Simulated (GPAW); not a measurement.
# SnO2 (Cassiterite): the gap under uniaxial strain, part 2 of 2

Aim: the gap of SnO2 (Cassiterite) under uniaxial strain, by PBE and G0W0.

GPAW 26.7.0; PBE and many-body steps on it, plane waves. Known limits of the many-body steps: extrapolated from modest cutoffs; no spin-orbit coupling; coarse k mesh.

So far. Step 12 (G0W0, strain +2 %): The gap on the mesh goes from 1.01 eV to 2.78 eV, a correction of +1.77 eV.

### 14. G0W0, strain -3 %

This step: G0W0 on PBE, plane waves, PAW.

The cell differs from the one that the last finished run ended in (c 3.250 → 3.091 Å).

The input, run.py:

```python
import json
import numpy as np
from gpaw.mpi import world
from gpaw.response.g0w0 import G0W0

gw = G0W0('full.gpw',
    filename='gw',
    kpts=[0],
    bands=(24, 28),
    ecut=np.float64(132.667),
    integrate_gamma='WS',
    ppa=True,
    ecut_extrapolation=True)
gw.calculate()
res = {mode: {k: v for k, v in r.items() if k != 'sigma_eskwn'}
       for mode, r in gw.all_results.items()}

if world.rank == 0:
    with open('result.json', 'w') as f:
        json.dump(res, f, default=lambda x: x.tolist())
```

Started as:

```console
> mpirun -n 8 gpaw python run.py
```

It took 4.6 min on 8 MPI ranks of Intel Xeon 6975P-C (Granite Rapids), shared host; peak memory 2.9 GiB; 29 min of CPU time.

This step gave:

```yaml
quasiparticle_gap_on_the_points_computed: 3.785 eV
least_direct_quasiparticle_gap_on_the_computed_points: 3.785 eV
starting_gap_on_the_mesh: 1.779 eV
k_of_the_valence_top: 0, 0, 0
k_of_the_conduction_bottom: 0, 0, 0
gaps_at_the_cutoffs_of_the_extrapolation: 3.675, 3.684, 3.697 eV
```

The gap on the mesh goes from 1.78 eV to 3.78 eV, a correction of +2.01 eV.

Again on this cell's own states.

### 15. One-shot HSE06, strain -3 %

This step: one-shot HSE06 levels on PBE orbitals, plane waves, PAW.

The input, run.py:

```python
import json
import numpy as np
from gpaw.mpi import world
from gpaw.hybrids.eigenvalues import non_self_consistent_eigenvalues

dft, vxc, vxc_hyb = non_self_consistent_eigenvalues('full.gpw', 'HSE06', 24, 28, kpt_indices=[0])
res = {'dft': dft[0], 'hybrid': (dft - vxc + vxc_hyb)[0]}
if world.rank == 0:
    with open('hybrid.txt', 'w') as f:
        for k, e0, e1 in zip([0], res['dft'], res['hybrid']):
            print(k, ' '.join(f'{x:9.4f}' for x in e0), '|', ' '.join(f'{x:9.4f}' for x in e1), file=f)

if world.rank == 0:
    with open('result.json', 'w') as f:
        json.dump(res, f, default=lambda x: x.tolist())
```

Started as:

```console
> mpirun -n 8 gpaw python run.py
```

It took 6.7 s on 8 MPI ranks; peak memory 1.8 GiB; 29 s of CPU time.

This step gave:

| Quantity | Value |
| --- | --- |
| starting gap on the mesh | 1.779 eV |
| hybrid gap on the mesh | 3.555 eV |
| least direct hybrid gap on the computed points | 3.555 eV |

### 16. G0W0, strain +3 %

This step: G0W0 on PBE, plane waves, PAW.

The cell differs from the one that the last finished run ended in (c 3.091 → 3.282 Å).

The input, run.py:

```python
import json
import numpy as np
from gpaw.mpi import world
from gpaw.response.g0w0 import G0W0

gw = G0W0('full.gpw',
    filename='gw',
    kpts=[0],
    bands=(24, 28),
    ecut=np.float64(127.463),
    integrate_gamma='WS',
    ppa=True,
    ecut_extrapolation=True)
gw.calculate()
res = {mode: {k: v for k, v in r.items() if k != 'sigma_eskwn'}
       for mode, r in gw.all_results.items()}

if world.rank == 0:
    with open('result.json', 'w') as f:
        json.dump(res, f, default=lambda x: x.tolist())
```

Started as:

```console
> mpirun -n 8 gpaw python run.py
```

It took 3.4 min on 8 MPI ranks; peak memory 3 GiB; 27 min of CPU time.

This step gave:

```
quasiparticle gap on the points computed              : 2.582 eV
least direct quasiparticle gap on the computed points : 2.582 eV
starting gap on the mesh                              : 0.8710 eV
k of the valence top                                  : 0, 0, 0
k of the conduction bottom                            : 0, 0, 0
gaps at the cutoffs of the extrapolation              : 2.460, 2.471, 2.484 eV
```

The gap on the mesh goes from 0.87 eV to 2.58 eV, a correction of +1.71 eV.

Again on this cell's own states.

### 17. One-shot HSE06, strain +3 %

This step: one-shot HSE06 levels on PBE orbitals, plane waves, PAW.

The input, run.py:

```python
import json
import numpy as np
from gpaw.mpi import world
from gpaw.hybrids.eigenvalues import non_self_consistent_eigenvalues

dft, vxc, vxc_hyb = non_self_consistent_eigenvalues('full.gpw', 'HSE06', 24, 28, kpt_indices=[0])
res = {'dft': dft[0], 'hybrid': (dft - vxc + vxc_hyb)[0]}
if world.rank == 0:
    with open('hybrid.txt', 'w') as f:
        for k, e0, e1 in zip([0], res['dft'], res['hybrid']):
            print(k, ' '.join(f'{x:9.4f}' for x in e0), '|', ' '.join(f'{x:9.4f}' for x in e1), file=f)

if world.rank == 0:
    with open('result.json', 'w') as f:
        json.dump(res, f, default=lambda x: x.tolist())
```

Started as:

```console
> mpirun -n 8 gpaw python run.py
```

The job ended after 4.5 s (8 MPI ranks; peak memory 1.9 GiB; 33 s of CPU time).

This step gave:

```yaml
starting_gap_on_the_mesh: 0.8710 eV
hybrid_gap_on_the_mesh: 2.578 eV
least_direct_hybrid_gap_on_the_computed_points: 2.578 eV
```

### 18. The series

One mesh (4×4×4), Godby-Needs plasmon pole, bands tied to the cutoff, extrapolated in the cutoff; uniaxial strain per length. Ions: fractional positions held. Fractional positions are the same in all cells, though this structure has free coordinates, so these are clamped-ion slopes.

```
strain (%)  PBE gap (eV)  HSE06 gap (eV)  G0W0 gap (eV)  least direct G0W0 gap (eV)  G0W0 edges
        -3         1.779           3.555          3.785                       3.785      Γ to Γ
        -2         1.621           3.384          3.576                       3.576      Γ to Γ
        -1         1.464           3.216          3.371                       3.371      Γ to Γ
        +0         1.311           3.052          3.177                       3.177      Γ to Γ
        +1         1.161           2.890          2.978                       2.978      Γ to Γ
        +2         1.014           2.732          2.780                       2.780      Γ to Γ
        +3         0.871           2.578          2.582                       2.582      Γ to Γ
```

### 19. Outcome

```yaml
slope_under_compression: −156 (PBE), −168 (HSE06) and −203 (G0W0) meV per %
slope_under_tension: −147 (PBE), −158 (HSE06) and −198 (G0W0) meV per %
ions: clamped: fractional positions held
gw_settings_unstrained_cell: 4×4×4 mesh, screening to 130 eV
known_limits: extrapolated from modest cutoffs; no spin-orbit coupling; coarse k mesh
```

**Reading.** On the side of compression the slopes of gap against strain are −156 (PBE), −168 (HSE06) and −203 (G0W0) meV per %. On the side of tension the slopes of gap against strain are −147 (PBE), −158 (HSE06) and −198 (G0W0) meV per %. Gaps are read on the mesh, so a valley between its points is missed. These stock PAW sets were not made for GW. In the G0W0, extrapolated in the cutoff run levels were corrected at 1 k point alone, so a gap called «on the mesh» is the least over those, and an edge elsewhere would be missed. The program warns of a poor linear fit in the extrapolation of some level, so the extrapolated values are rough. The 4×4×4 mesh is coarse for this cell, which bears on the long-range parts of exchange and screening. The many-body steps are scalar-relativistic: spin-orbit coupling is not in them.

[Paths, hosts, dates, memory and timing lines, banners, echoed tables and standing remarks are left out of the program output.]

[Logs are printed without paths, hosts, clocks, repeated set-up lines and the standing remarks that a program may print on its own settings, such as how far it seeks lower states.]

[Runs of the session that timed out or met a known fault of the program may be left out.]

[Hosts, paths, dates, database ids (printed as entryN), source tags and the programs' standing remarks are cut or masked in the printed files.]
